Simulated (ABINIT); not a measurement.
# Quasiparticle gap of BAs (F-43m) in ABINIT

Aim: the G0W0 gap of BAs (F-43m) on PBE, step by step.

Main program and level: ABINIT 10.8.3; PBE and many-body steps on it, plane waves.

**What was measured.**

- Gap 1.82 eV: indirect gap from Tauc plot of optical absorption; UV-visible absorption, indirect Tauc plot; 300 K; bulk crystal (three thin as-grown single crystals with the same absorption edge) (“Photoluminescence mapping and time-domain thermo-photoluminescence for rapid imaging and measurement of thermal conductivity of boron arsenide”, 2019, arxiv:1910.07149).

- Gap 4.12 eV: direct gap from square of absorption coefficient, average of two samples; spectroscopic ellipsometry; 300 K; bulk crystal (CVT-grown opaque bulk crystals) (“Optical properties of cubic boron arsenide”, 2019, arxiv:1911.04914).

- Gap 2.02 eV: indirect gap from square root of absorption coefficient, average of three samples; transmission and reflection spectroscopy; 300 K; bulk crystal (CVT-grown platelets about 10 um thick) (“Optical properties of cubic boron arsenide”, 2019, arxiv:1911.04914).

This is a report of a sequence of runs, with most program output left out.

### Step 1. Set-up

Symmetry: F-43m, No. 216, cubic system. The conventional cell has a = 4.777 Å, b = 4.777 Å, c = 4.777 Å, α = 90.00°, β = 90.00°, γ = 90.00°. Nearest to B lie 4 As at 2.07 Å. Nearest to As lie 4 B at 2.07 Å. Farther neighbours are not listed.

The cell and positions come from the Crystallography Open Database and are kept as given unless a step says otherwise.

### Step 2. Ground state

This step: ABINIT 10.8.3; DFT, PBE, plane waves, norm-conserving pseudopotentials.

The ground-state density comes first.

Contents of run.abi:

```
acell 3*1.0 Angstrom
rprim 
  -0.000000000000 2.388500000000 2.388500000000
  2.388500000000 -0.000000000000 2.388500000000
  2.388500000000 2.388500000000 -0.000000000000
ntypat 2
znucl 5 33
natom 2
typat 1 2
xred 
  0.000000000000 0.000000000000 0.000000000000
  0.250000000000 0.250000000000 0.250000000000
pp_dirpath "pseudos"
pseudos "B.upf, As.upf"
ecut 44
ngkpt 8 8 8
nshiftk 1
shiftk 0 0 0
kptopt 1
chksymbreak 0
nband 18
occopt 1
tolvrs 1e-10
nstep 60
prtwf 0
optforces 0
optstress 0
indata_prefix "in"
outdata_prefix "out"
tmpdata_prefix "tmp"
```

Run with:

```bash
$ OMP_NUM_THREADS=1 mpirun -n 8 abinit run.abi > log
```

The job ended after 7.3 s (8 MPI ranks of Arm Neoverse V2, shared host; peak memory 0.56 GiB; 58 s of CPU time).

Numbers from this step:

- total energy: -8386.3532 eV
- gap: 1.208 eV
- k of the valence top: 0, 0, 0
- k of the conduction bottom: 0.375, 0.375, 0
- least direct gap: 3.289 eV

The gap is indirect, with the least direct gap 2.08 eV higher.

### Step 3. Bands along the symmetry lines

Levels along a band path, at the cheap level, show where the edges lie and whether the meshes to come will hold them.

Contents of run.abi:

```
acell 3*1.0 Angstrom
rprim 
  -0.000000000000 2.388500000000 2.388500000000
  2.388500000000 -0.000000000000 2.388500000000
  2.388500000000 2.388500000000 -0.000000000000
ntypat 2
znucl 5 33
natom 2
typat 1 2
xred 
  0.000000000000 0.000000000000 0.000000000000
  0.250000000000 0.250000000000 0.250000000000
pp_dirpath "pseudos"
pseudos "B.upf, As.upf"
ecut 44
iscf -2
irdden 1
kptopt 0
nkpt 50
kpt 
  0.00000000 0.00000000 0.00000000
  -0.06250000 -0.06250000 0.00000000
  -0.12500000 -0.12500000 0.00000000
  -0.18750000 -0.18750000 0.00000000
  -0.25000000 -0.25000000 0.00000000
  -0.31250000 -0.31250000 0.00000000
  -0.37500000 -0.37500000 0.00000000
  -0.43750000 -0.43750000 0.00000000
  -0.50000000 -0.50000000 0.00000000
  -0.48437500 -0.48437500 0.03125000
  -0.46875000 -0.46875000 0.06250000
  -0.45312500 -0.45312500 0.09375000
  -0.43750000 -0.43750000 0.12500000
  -0.42187500 -0.42187500 0.15625000
  -0.40625000 -0.40625000 0.18750000
  -0.39062500 -0.39062500 0.21875000
  -0.37500000 -0.37500000 0.25000000
  -0.37500000 0.00000000 0.37500000
  -0.32812500 0.00000000 0.32812500
  -0.28125000 0.00000000 0.28125000
  -0.23437500 0.00000000 0.23437500
  -0.18750000 0.00000000 0.18750000
  -0.14062500 0.00000000 0.14062500
  -0.09375000 0.00000000 0.09375000
  -0.04687500 0.00000000 0.04687500
  0.00000000 0.00000000 0.00000000
  0.00000000 0.00000000 0.06250000
  0.00000000 0.00000000 0.12500000
  0.00000000 0.00000000 0.18750000
  0.00000000 0.00000000 0.25000000
  0.00000000 0.00000000 0.31250000
  0.00000000 0.00000000 0.37500000
  0.00000000 0.00000000 0.43750000
  -0.00000000 -0.00000000 0.50000000
  -0.06250000 -0.03125000 0.46875000
  -0.12500000 -0.06250000 0.43750000
  -0.18750000 -0.09375000 0.40625000
  -0.25000000 -0.12500000 0.37500000
  -0.31250000 -0.15625000 0.34375000
  -0.37500000 -0.18750000 0.31250000
  -0.43750000 -0.21875000 0.28125000
  -0.50000000 -0.25000000 0.25000000
  -0.50000000 -0.28125000 0.21875000
  -0.50000000 -0.31250000 0.18750000
  -0.50000000 -0.34375000 0.15625000
  -0.50000000 -0.37500000 0.12500000
  -0.50000000 -0.40625000 0.09375000
  -0.50000000 -0.43750000 0.06250000
  -0.50000000 -0.46875000 0.03125000
  -0.50000000 -0.50000000 0.00000000
istwfk *1
nband 23
nbdbuf 5
tolwfr 1e-07
nstep 50
prtwf 0
prtvol 0
indata_prefix "in"
outdata_prefix "out"
tmpdata_prefix "tmp"
```

It took 6.2 s on 8 MPI ranks; peak memory 0.51 GiB.

Numbers from this step:

| Item | Value |
| --- | --- |
| gap | 1.208 eV |
| k of the valence top | 0, 0, 0 |
| k of the conduction bottom | -0.375, -0.375, 0 |
| least direct gap | 3.289 eV |

The gap is 1.208 eV, as in the run before at this level.

Electronic bands along the path, in eV, zero at the top of the highest filled band:

```tsv
point	band 10	band 11	band 12	band 13	band 14	band 15	band 16	band 17
Γ	-15.40	0.00	0.00	0.00	3.29	3.29	3.29	4.68
halfway	-14.06	-4.10	-2.70	-2.70	1.67	4.55	7.42	7.42
X	-11.22	-8.51	-4.07	-4.07	1.45	1.46	11.40	11.40
halfway	-11.19	-8.41	-4.90	-3.92	1.61	2.81	10.72	10.82
U	-11.27	-8.13	-5.94	-3.48	2.06	5.56	9.24	9.78
jump to K	-11.27	-8.13	-5.94	-3.48	2.06	5.56	9.24	9.78
halfway	-13.92	-5.13	-3.78	-1.13	3.99	4.92	5.80	7.01
Γ	-15.40	0.00	0.00	0.00	3.29	3.29	3.29	4.68
halfway	-14.40	-4.93	-1.15	-1.15	3.07	4.67	4.67	7.91
L	-12.53	-8.77	-1.82	-1.82	2.70	4.81	4.81	8.90
halfway	-11.96	-8.28	-4.55	-3.07	3.99	4.79	7.48	9.06
W	-11.07	-8.05	-5.48	-5.19	5.28	5.95	6.84	7.06
halfway	-11.15	-8.31	-4.81	-4.69	2.90	3.02	9.72	10.01
X	-11.22	-8.51	-4.07	-4.07	1.45	1.46	11.40	11.40
```

### Step 4. Empty states on the mesh, 4×4×4 mesh, 114 bands

The sums over transitions need many empty states on a uniform mesh; this step solves for them.

Contents of run.abi:

```
acell 3*1.0 Angstrom
rprim 
  -0.000000000000 2.388500000000 2.388500000000
  2.388500000000 -0.000000000000 2.388500000000
  2.388500000000 2.388500000000 -0.000000000000
ntypat 2
znucl 5 33
natom 2
typat 1 2
xred 
  0.000000000000 0.000000000000 0.000000000000
  0.250000000000 0.250000000000 0.250000000000
pp_dirpath "pseudos"
pseudos "B.upf, As.upf"
ecut 44
ngkpt 4 4 4
nshiftk 1
shiftk 0 0 0
kptopt 1
chksymbreak 0
irdden 1
istwfk *1
nband 114
prtvol 0
optdriver 6
gwr_task "HDIAGO"
paral_kgb 0
occopt 1
indata_prefix "in"
outdata_prefix "out"
tmpdata_prefix "tmp"
```

It took 14 s on 8 MPI ranks; peak memory 3.3 GiB.

Numbers from this step:

| Property | Result |
| --- | --- |
| gap | 1.453 eV |
| k of the valence top | 0, 0, 0 |
| k of the conduction bottom | 0.5, 0.5, 0 |
| least direct gap | 3.289 eV |
| k points computed | 8 |
| lowest point of the top converged band, above the valence top | 115.5258 eV |

On this mesh the gap is 1.453 eV. The earlier step found 1.208 eV, so this mesh misses an edge.

### Step 5. Screening, 4×4×4 mesh, 106 bands, screening to 179.6 eV

The RPA dielectric matrix is built and inverted for each q.

This step: RPA screening on PBE, plane waves, norm-conserving pseudopotentials.

Changes to run.abi since step 4:

```diff
@@ -20,10 +20,11 @@
 chksymbreak 0
-irdden 1
 istwfk *1
-nband 114
-prtvol 0
-optdriver 6
-gwr_task "HDIAGO"
-paral_kgb 0
 occopt 1
+irdwfk 1
+optdriver 3
+nband 106
+ecuteps 6.6
+inclvkb 2
+awtr 1
+symchi 1
 indata_prefix "in"
```

Run time: 11 s. Hardware: 8 MPI ranks; peak memory 1.1 GiB.

Numbers from this step:

```yaml
eps_infinity_with_local_fields_on_this_mesh_along_the_program_s_q_direction: 13.99
the_same_without_local_fields: 15.30
plasma_frequency: 36.27 eV
plane_waves_in_the_screening_matrix: 169
```

Local fields lower ε∞ by 9 %. On a Γ-centred mesh this coarse the value itself is usually too large, while a short band sum pulls it down.

### Step 6. Self-energy, 4×4×4 mesh, 106 bands, screening to 179.6 eV

The self-energy is evaluated for the states that the input lists, and the levels follow from it, in one-shot runs by the linearised quasiparticle equation.

This step: G0W0 on PBE, plane waves, norm-conserving pseudopotentials.

Changes to run.abi since step 5:

```diff
@@ -23,8 +23,29 @@
 irdwfk 1
-optdriver 3
+optdriver 4
 nband 106
+gwcalctyp 0
+ecutsigx 44
+symsigma 1
+nkptgw 8
+kptgw 
+  0.0000000000 0.0000000000 0.0000000000
+  0.2500000000 0.0000000000 0.0000000000
+  0.5000000000 0.0000000000 0.0000000000
+  0.2500000000 0.2500000000 0.0000000000
+  0.5000000000 0.2500000000 0.0000000000
+  -0.2500000000 0.2500000000 0.0000000000
+  0.5000000000 0.5000000000 0.0000000000
+  -0.2500000000 0.5000000000 0.2500000000
+bdgw 
+  11 17
+  11 17
+  11 17
+  11 17
+  11 17
+  11 17
+  11 17
+  11 17
 ecuteps 6.6
-inclvkb 2
-awtr 1
-symchi 1
+irdscr 1
+ppmodel 1
 indata_prefix "in"
```

Run time: 23 s. Hardware: 8 MPI ranks; peak memory 1.3 GiB.

Numbers from this step:

| Property | Result |
| --- | --- |
| G0W0 gap on the mesh | 1.950 eV |
| starting gap on the mesh | 1.453 eV |
| k of the valence top | 0, 0, 0 |
| k of the conduction bottom | 0.5, 0.5, 0 |
| Z at the valence top | 0.808 |
| Z at the conduction bottom | 0.818 |
| least direct G0W0 gap on the computed points | 4.120 eV |

The gap on the mesh goes from 1.45 eV to 1.95 eV, a correction of +0.50 eV. The start differs from the 1.21 eV found before because the two sample other k points.

Limits: finite bands, cutoff and mesh; no spin-orbit coupling; coarse k mesh. v1 is the top filled band, c1 the lowest empty one. Levels before and after the correction, in eV, zero at the valence-band top of each column:

```tsv
	conduction bottom	valence top
Kohn-Sham	1.45	0.00
G0W0	1.95	0.00
```

```tsv
	level	energy (eV)
Kohn-Sham	Γ v3-v1	0.000
Kohn-Sham	Γ c1-c3	3.289
Kohn-Sham	Γ c4	4.681
Kohn-Sham	(0.5 0.5 0) v3	-8.514
Kohn-Sham	(0.5 0.5 0) v2-v1	-4.073
Kohn-Sham	(0.5 0.5 0) c1	1.453
Kohn-Sham	(0.5 0.5 0) c2	1.458
Kohn-Sham	(0.5 0.5 0) c3-c4	11.397
G0W0	Γ v3-v1	0.000
G0W0	Γ c1-c3	4.120
G0W0	Γ c4	5.422
G0W0	(0.5 0.5 0) v3	-9.049
G0W0	(0.5 0.5 0) v2-v1	-4.319
G0W0	(0.5 0.5 0) c1	1.950
G0W0	(0.5 0.5 0) c2	2.032
G0W0	(0.5 0.5 0) c3-c4	12.413
```

### Step 7. Where the time went

Times are wall times on 8 MPI ranks of Arm Neoverse V2, shared host, good to a factor of about two.

```tsv
step	time	share	memory (GiB)
ground state	7.3 s	12 %	0.56
bands along the symmetry lines	6.2 s	10 %	0.51
empty states on the mesh	14 s	23 %	3.3
screening	11 s	17 %	1.1
self-energy	23 s	38 %	1.3
```

### Step 8. Summary of results

```
PBE gap                              : 1.21 eV, indirect
G0W0 gap on the mesh                 : 1.95 eV
G0W0 gap over the zone (rigid shift) : 1.70 eV
GW settings                          : 4×4×4 mesh, 106 bands, screening to 179.6 eV, Godby-Needs plasmon pole
known limits                         : not at the basis limit; no spin-orbit coupling; coarse k mesh
```

**Reading.** G0W0 moves the gap on the mesh from 1.45 eV to 1.95 eV (+0.50 eV), with Z of 0.81 and 0.82 at the edges. The mesh misses the band edges by 0.25 eV in all; a rigid shift gives 1.70 eV for the zone. Local fields lower the RPA ε∞ on this mesh from 15.30 to 13.99; a Γ-centred mesh this coarse tends to raise both, most where the direct gap is narrow, while a short band sum lowers them. The dearest step here is «self-energy». Against experiment, by G0W0@PBE: the gap of 1.70 eV lies −0.12 eV from the measured 1.82 eV (indirect, 300 K, 2019); the direct gap of 4.12 eV lies +0.00 eV from the measured 4.12 eV (direct, 300 K, 2019); the gap of 1.70 eV lies −0.32 eV from the measured 2.02 eV (indirect, 300 K, 2019). An exciton line or allowed optical edge lies below the quasiparticle gap by the binding energy; a forbidden edge can push the onset above it. The calculation has static nuclei and no excitons; a measured gap holds zero-point and thermal motion, which mostly lowers it. Bands and cutoff are finite, so the gap is not at the basis limit. The miss can reach some tenths of an eV and take either sign; the mesh is an error of its own. A denser mesh or path gives a starting gap of 1.21 eV: the GW mesh misses a band edge, so its gaps are not the fundamental one. The 4×4×4 mesh is coarse for this cell, which bears on the long-range parts of exchange and screening. The many-body steps are scalar-relativistic: spin-orbit coupling is not in them.

[Paths, hosts, dates, memory and timing lines, banners, echoed tables and standing remarks are left out of the program output.]

[Logs are printed without paths, hosts, clocks, repeated set-up lines and the standing remarks that a program may print on its own settings, such as how far it seeks lower states.]

[Runs of the session that timed out or met a known fault of the program may be left out.]

[Hosts, paths, dates, database ids (printed as entryN), source tags and the programs' standing remarks are cut or masked in the printed files.]

[G0W0 gaps are taken among the corrected bands and points alone; a level outside them can change the order at an edge.]

[Where Ansatz stands beside ABINIT at settings called matched, ABINIT's density can come from a denser mesh and the files from another edition; pairs whose starting gaps differed by over 0.03 eV were left out, so agreement reads better than it is.]
